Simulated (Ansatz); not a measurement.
# What Nb2NF2 monolayer distorts into

Aim: this structure of Nb2NF2 monolayer is to be tested for unstable modes, and one is followed downhill.

Main program and level: Ansatz 0.2.0; DFT PBE, scalar-relativistic, plane waves, PAW; PAW set soft_1.

Most raw output is cut from this account.

## (1) Set-up

The cell holds 5 atoms: 1 N, 2 Nb and 2 F. Its edges and angles: a = 3.274 Å, b = 3.274 Å, c = 33.200 Å, α = 90.0°, β = 90.0°, γ = 120.0°. Vacuum lies along c.

## (2) Response at finite wavevector

The cell comes from relaxations at this level that are not shown. Stability and thermal properties need the whole zone. Linear response on a 6×6×1 q mesh gives force constants as far as a supercell of that size would.

File input.yaml:

```yaml
crystal:
  lattice:
    - [3.2736513786, 0.0, 0.0]
    - [-1.6368256893, 2.835065257, 0.0]
    - [0.0, 0.0, 33.2]
  atoms:
    - { symbol: "N", position: [0.0, 0.0, 0.3012048193] }
    - { symbol: Nb, position: [0.3333333333, 0.6666666667, 0.3318222846] }
    - { symbol: Nb, position: [0.6666666667, 0.3333333333, 0.270587354] }
    - { symbol: F, position: [0.6666666667, 0.3333333333, 0.3715011905] }
    - { symbol: F, position: [0.3333333333, 0.6666666667, 0.230908448] }
  periodic: [true, true, false]
kpoints:
  mp_grid: { grid: [12, 12, 1] }
hamiltonian:
  xc: pbe
  pseudopotentials: { kind: paw, azcp: { folder: soft_1 } }
scf:
  occupations: { method: methfessel_paxton, width: 0.2 }
output:
  eigenvalues: true
phonons:
  method: dfpt
  qmesh: [6, 6, 1]
  temperatures: { t_max: 1000, t_step: 50 }
  qpath:
    path:
      - [0.0, 0.0, 0.0]
      - [0.5, 0.0, 0.0]
      - [0.33333333, 0.33333333, 0.0]
      - [0.0, 0.0, 0.0]
    npoints: 10
```

Command:

```sh
> ansatz run input.yaml --threads 4 --pin off --max-ram 16384MiB --backend cpu --events-out ev --progress --plain --runs-dir out
```

It took 33 min on 4 threads of Arm Neoverse V2, shared host; peak memory 2.8 GiB; 2.2 h of CPU time.

Numbers from this step:

```yaml
gap_on_the_k_mesh: 0 eV
sum_rule_residual_before_enforcement: 5.54e-5 eV/Å²
lowest_frequency_on_the_path: -164.1 cm⁻¹
point_group: -3m
highest_frequency_on_the_path_or_at_a_solved_wavevector: 642.5 cm⁻¹
area_per_atom: 1.856 Å²
highest_optical_mode_at_the_zone_centre_no_lo_to_term: 626.1 cm⁻¹
lowest_optical_zone_centre_mode: 151 cm⁻¹
lowest_mode_on_the_q_mesh_acoustic_modes_at_gamma_apart: -164.1 cm⁻¹
```

Frequencies (cm⁻¹) solved at each irreducible wavevector; negative means imaginary. Frequencies by wavevector, by row:

```
q in reciprocal lattice units  star  mode 1  mode 2  mode 3  mode 4  mode 13  mode 14  mode 15
                        0 0 0     1       0       0       0     151    410.4    626.1    626.1
                   0 0.1667 0     6   -90.6   -43.6    41.3   121.8    380.9    619.8      626
                   0 0.3333 0     6  -122.2   -49.6   124.4     154      416    630.7    634.9
                     0 -0.5 0     3  -164.1   -78.5   162.7   172.5    437.1    617.8    633.1
              0.1667 0.1667 0     6    -129   -53.1   117.7   135.1    401.5    630.2    632.5
              0.1667 0.3333 0    12  -144.9   -77.3   134.1   164.8    430.1    627.7    638.9
              0.3333 0.3333 0     2    -120   -16.4   -16.4   193.1    436.1      640      640
```

Interpolated from a 6×6×1 q mesh. Phonon branches along the path, in cm⁻¹:

```
  point  branch 1  branch 2  branch 3  branch 4  branch 12  branch 13  branch 14  branch 15
      Γ         0         0         0       151        392        410        626        626
halfway       -82       -80        88       136        348        394        626        631
      M      -164       -78       163       172        350        437        618        633
halfway      -146       -88       133       178        339        434        624        640
      K      -120       -16       -16       193        326        436        640        640
halfway      -129       -53       118       135        346        402        630        632
      Γ         0         0         0       151        392        410        626        626
```

Symmetry leaves 7 wavevectors to solve. The lowest mode among them, the acoustic zeros apart, lies at q = (0, -0.5, 0) and is imaginary, 164.1i cm⁻¹, so the energy falls along it.

## (3) The mode frozen in, largest atomic shift 0 Å

The mode followed lies at q = (0, -0.5, 0) with frequency 164.1i cm⁻¹, the softest among the wavevectors solved. At small amplitude the distorted cell has space group no. 11 by a symmetry search on the positions. The undistorted cell that holds it gives the zero of energy on the same k mesh.

System of this step: Nb2NF2 monolayer. The cell holds 10 atoms: 2 N, 4 Nb and 4 F. Its edges and angles: a = 3.274 Å, b = 5.670 Å, c = 33.200 Å, α = 90.0°, β = 90.0°, γ = 90.0°. It derives from Nb2NF2. Vacuum lies along c.

File input.yaml:

```yaml
crystal:
  lattice:
    - [3.2736513786, 0.0, 0.0]
    - [0.0, 5.670130514, 0.0]
    - [0.0, 0.0, 33.2]
  atoms:
    - { symbol: "N", position: [0.5, 0.5, 0.3012048193] }
    - { symbol: "N", position: [0.0, 0.0, 0.3012048193] }
    - { symbol: Nb, position: [1.0, 0.3333333333, 0.3318222846] }
    - { symbol: Nb, position: [0.5, 0.8333333333, 0.3318222846] }
    - { symbol: Nb, position: [0.5, 0.1666666667, 0.270587354] }
    - { symbol: Nb, position: [0.0, 0.6666666667, 0.270587354] }
    - { symbol: F, position: [0.5, 0.1666666667, 0.3715011905] }
    - { symbol: F, position: [0.0, 0.6666666667, 0.3715011905] }
    - { symbol: F, position: [1.0, 0.3333333333, 0.230908448] }
    - { symbol: F, position: [0.5, 0.8333333333, 0.230908448] }
  periodic: [true, true, false]
kpoints:
  mp_grid: { grid: [12, 6, 1] }
hamiltonian:
  xc: pbe
  pseudopotentials: { kind: paw, azcp: { folder: soft_1 } }
scf:
  occupations: { method: methfessel_paxton, width: 0.2 }
output:
  forces: true
  stress: true
  eigenvalues: true
```

Wall time 21 s (4 threads); peak memory 1.6 GiB; 82 s of CPU time.

Numbers from this step:

```yaml
energy_from_the_undistorted_cell: 0 meV/atom
```

## (4) The mode frozen in, largest atomic shift 0.22 Å

The atoms are moved along the unstable eigenvector, the largest shift by 0.22 Å, with the cell fixed.

input.yaml, the sections that differ from step 3:

```yaml
crystal:
  lattice:
    - [3.2736513786, 0.0, 0.0]
    - [0.0, 5.670130514, 0.0]
    - [0.0, 0.0, 33.2]
  atoms:
    - { symbol: "N", position: [0.5, 0.5079700281, 0.307690016] }
    - { symbol: "N", position: [0.0, -0.0079700281, 0.2947196225] }
    - { symbol: Nb, position: [1.0, 0.3193903113, 0.3320492818] }
    - { symbol: Nb, position: [0.5, 0.8472763553, 0.3315952873] }
    - { symbol: Nb, position: [0.5, 0.1806096887, 0.2703603567] }
    - { symbol: Nb, position: [0.0, 0.6527236447, 0.2708143512] }
    - { symbol: F, position: [0.5, 0.1650022219, 0.3735699623] }
    - { symbol: F, position: [0.0, 0.6683311115, 0.3694324187] }
    - { symbol: F, position: [1.0, 0.3349977781, 0.2288396763] }
    - { symbol: F, position: [0.5, 0.8316688885, 0.2329772198] }
  periodic: [true, true, false]
# kpoints, hamiltonian, scf, output: as in step 3
```

Elapsed: 23 s, on 4 threads; peak memory 1.6 GiB; 88 s of CPU time.

Numbers from this step:

| Property | Result |
| --- | --- |
| energy from the undistorted cell | -11.16 meV/atom |

The energy, extrapolated to zero smearing, is -11.16 meV/atom against the undistorted cell.

## (5) Energy along the mode, all amplitudes (two of the runs are shown above)

An imaginary frequency means negative curvature, so the energy should fall and then rise again as anharmonic terms take over.

Numbers from this step:

```yaml
depth_at_the_lowest_point_sampled: 11.16 meV/atom
largest_atomic_shift_at_that_point: 0.22 Å
```

The energy from the parent by largest atomic shift:

```
largest atomic shift (Å)  energy from the parent (meV/atom)
                   0.000                                  0
                   0.040                             -0.625
                   0.080                              -2.42
                   0.140                              -6.57
                   0.220                              -11.2
                   0.320                              -6.13
                   0.450                               33.6
```

Displacement at unit largest shift by atom:

```
atom  x (Å)  y (Å)  z (Å)  size
  N1   0.00   0.20   0.98  1.00
  N2   0.00  -0.20  -0.98  1.00
 Nb3   0.00  -0.36   0.03  0.36
 Nb4   0.00   0.36  -0.03  0.36
 Nb5   0.00   0.36  -0.03  0.36
 Nb6   0.00  -0.36   0.03  0.36
  F7   0.00  -0.04   0.31  0.31
  F8   0.00   0.04  -0.31  0.31
  F9   0.00   0.04  -0.31  0.31
 F10   0.00  -0.04   0.31  0.31
```

The lowest of the steps tried is at 0.22 Å, 11.2 meV/atom below the parent; the bottom of the well need not coincide with a step.

## (6) Relaxation from the frozen mode

Starting from the lowest point found, all atoms and the cell are let go, so that strain and other modes of the same symmetry can join in.

Changes to input.yaml since step 4:

```diff
@@ -28 +28,10 @@
   eigenvalues: true
+  write_density: true
+  write_potential: true
+  elf: true
+  volumetric_format: npy
+relax:
+  adjacent_minimum: "off"
+  f_tol: 0.002
+  max_steps: 120
+  cell: { stress_2d_tol: 0.005 }
```

Elapsed: 6 min, on 4 threads; peak memory 1.6 GiB.

Relaxation path:

```
step  energy less that of the first step (eV)  largest force component (eV/Å)  volume (Å³)
   1                                   0.0000                          0.6957       616.26
   2                                  -0.0964                          0.7325       592.70
   3                                  -0.1532                          0.3612       592.33
   4                                  -0.1700                          0.2094       591.28
   5                                  -0.1770                          0.0582       590.61
   6                                  -0.1776                          0.0057       590.63
   7                                  -0.1777                          0.0025       590.55
   8                                  -0.1777                          0.0021       590.56
   9                                  -0.1777                          0.0010       590.59
  10                                  -0.1777                          0.0011       590.56
 11*                                  -0.1707                          0.0011       590.56
  12                                  -0.1709                          0.0024       590.00
  13                                  -0.1710                          0.0016       589.88
 14*                                  -0.1707                          0.0016       589.88
  15                                  -0.1707                          0.0009       589.86
 16*                                  -0.1707                          0.0009       589.86
```

Relaxation steps marked * repeat the geometry before them on a plane-wave basis chosen anew for their cell, so energy and pressure can jump there.

The run keeps the 4 symmetry operations that it works with, so distortions that break them were not tested.

```
cell as run  before  after  change
      a (Å)   3.274  3.216  -1.8 %
      b (Å)   5.670  5.524  -2.6 %
```

The atoms that moved most (Å, along periodic axes as changes of fractional coordinates times the final cell, across vacuum about the mean position):

```
atom     dx      dy      dz  length
  F9  0.000  -0.033  -0.121   0.126
  F7  0.000   0.033   0.121   0.126
 Nb6  0.000  -0.097  -0.035   0.103
 Nb4  0.000   0.097   0.035   0.103
 Nb3  0.000  -0.046   0.078   0.090
 Nb5  0.000   0.046  -0.078   0.090
  N2  0.000  -0.014  -0.085   0.086
  N1  0.000   0.014   0.085   0.086
```

Final coordinates:

```
N Nb F
1.0
     3.21623    0.00000    0.00000
     0.00000    5.52410    0.00000
     0.00000    0.00000   33.20000
N Nb F
2 4 4
Direct
  0.50000 0.51053 0.31024
  0.00000 0.98947 0.29217
  0.00000 0.31109 0.33439
  0.50000 0.86489 0.33265
  0.50000 0.18891 0.26802
  0.00000 0.63511 0.26976
  0.50000 0.17091 0.37722
  0.00000 0.67955 0.37048
  0.00000 0.32909 0.22519
  0.50000 0.82045 0.23193
```

This step gave:

- area per atom: 1.777 Å²

ELF in the bc plane at fractional x = 0.000, with atoms of N and Nb and F within 0.2 Å of it. It is the smooth field of the valence electrons, not physical close to the nuclei.

Ten even steps from '_' (0.00) to '@' (0.75), each cell a mean:
```
______________________________
______________________________
______________________________
______________________________
______________________________
______________________________
______________________________
______________________________
______________________________
______________________________
______________________________
______________________________
______________________________
______________________________
______________::**%%%%%%**..__
----==********::++******++::::
**##====******==--==--::==####
####==::--==--++%%##%%##==**##
____==@@@@@@@@**::::::..______
____..::====--..______________
______________________________
______________________________
______________________________
______________________________
```
Columns run along b (5.5 Å), rows up along c (33.2 Å). Atoms in or near the plane, at fractional coordinates: N at (0.99, 0.29), Nb at (0.31, 0.33), Nb at (0.64, 0.27), F at (0.68, 0.37), F at (0.33, 0.23).

Electrostatic potential energy in the bc plane at fractional x = 0.000, with atoms of N and Nb and F within 0.2 Å of it. With pseudopotentials it is smooth inside the atoms' cores, unlike the true potential.

Ten even steps from '_' (-43 eV) to '@' (0 eV), each cell a mean:
```
@@@@@@@@@@@@@@@@@@@@@@@@@@@@@@
@@@@@@@@@@@@@@@@@@@@@@@@@@@@@@
@@@@@@@@@@@@@@@@@@@@@@@@@@@@@@
@@@@@@@@@@@@@@@@@@@@@@@@@@@@@@
@@@@@@@@@@@@@@@@@@@@@@@@@@@@@@
@@@@@@@@@@@@@@@@@@@@@@@@@@@@@@
@@@@@@@@@@@@@@@@@@@@@@@@@@@@@@
@@@@@@@@@@@@@@@@@@@@@@@@@@@@@@
@@@@@@@@@@@@@@@@@@@@@@@@@@@@@@
@@@@@@@@@@@@@@@@@@@@@@@@@@@@@@
@@@@@@@@@@@@@@@@@@@@@@@@@@@@@@
@@@@@@@@@@@@@@@@@@@@@@@@@@@@@@
@@@@@@@@@@@@@@@@@@@@@@@@@@@@@@
@@@@@@@@@@@@@@@@@@@@@@@@@@@@@@
@@@@@@@@@@@@@@@@@@**++**@@@@@@
@@%%++::....::**##++==++%%%%@@
==++**==----==**##****##%%**==
++##%%%%%%%%##--______..++##++
@@@@@@**....==%%%%####%%@@@@@@
@@@@@@@@@@@@@@@@@@@@@@@@@@@@@@
@@@@@@@@@@@@@@@@@@@@@@@@@@@@@@
@@@@@@@@@@@@@@@@@@@@@@@@@@@@@@
@@@@@@@@@@@@@@@@@@@@@@@@@@@@@@
@@@@@@@@@@@@@@@@@@@@@@@@@@@@@@
```
Columns run along b (5.5 Å; values clipped at the 3rd and 97th percentile), rows up along c (33.2 Å). Atoms in or near the plane, at fractional coordinates: N at (0.99, 0.29), Nb at (0.31, 0.33), Nb at (0.64, 0.27), F at (0.68, 0.37), F at (0.33, 0.23).

Valence density in the bc plane at fractional x = 0.000, with atoms of N and Nb and F within 0.2 Å of it. It is the smooth field of the valence electrons, not physical close to the nuclei.

Ten steps, logarithmic in the rise over the least value, from '0' (0.00 × 1e0 e/Å³) to '9' (6.80 × 1e0 e/Å³), each cell a mean:
```
000000000000000
000000000000000
000000000000000
000000000000000
000000000000000
000000000000000
000000000000000
000000000000000
000000000000000
000000000000000
000000000000000
000000000000000
000000000000000
000000000000000
000000014787310
235788744787422
765677644543457
653333358987556
013699743332100
000122100000000
000000000000000
000000000000000
000000000000000
000000000000000
```
Columns run along b (5.5 Å), rows up along c (33.2 Å). Atoms in or near the plane, at fractional coordinates: N at (0.99, 0.29), Nb at (0.31, 0.33), Nb at (0.64, 0.27), F at (0.68, 0.37), F at (0.33, 0.23).

The distorted start has space group P2_1/m; the relaxation ends in P2_1/m.

## (7) Outcome

| Item | Value |
| --- | --- |
| unstable mode of the parent | q = (0, -0.5, 0), 164i cm⁻¹ |
| depth at the lowest point sampled | 11.2 meV/atom |
| largest atomic shift at that point | 0.22 Å |
| space group reached (within 0.01 Å) | P2_1/m |
| energy gained over the parent (first relaxation, on the mesh of the frozen mode) | 28.2 meV/atom |
| area per atom, phase reached | 1.78 Å² |

In words: Along this mode the structure falls into P2_1/m, 28.2 meV/atom below the parent. At the parent's cell the well is 11.16 meV/atom deep on the steps tried, with its lowest point at a shift of 0.22 Å. Relaxing atoms and cell changes the gain by +17.03 meV/atom against the lowest step (energies at zero smearing). Most of the total comes from this relaxation. The modes of the phase reached were not computed on this path. Each path keeps the symmetry of its pattern, so a lower phase may lie along a pattern not tried. With no gap, or one that is small against the smearing, the frequencies hang on the k mesh and the smearing, most of all near Kohn anomalies. The phonon runs are without spin polarisation, although the cell has an odd electron count. In a sheet or slab the interpolated bending branch near Γ is rough, since the rotational sum rule isn't imposed. The starting cell was built on a prototype and not taken from a measurement.

[Logs are printed without paths, hosts, clocks, repeated set-up lines and the standing remarks that a program may print on its own settings, such as how far it seeks lower states.]

[Hosts, paths, dates, database ids (printed as entryN), source tags and the programs' standing remarks are cut or masked in the printed files.]
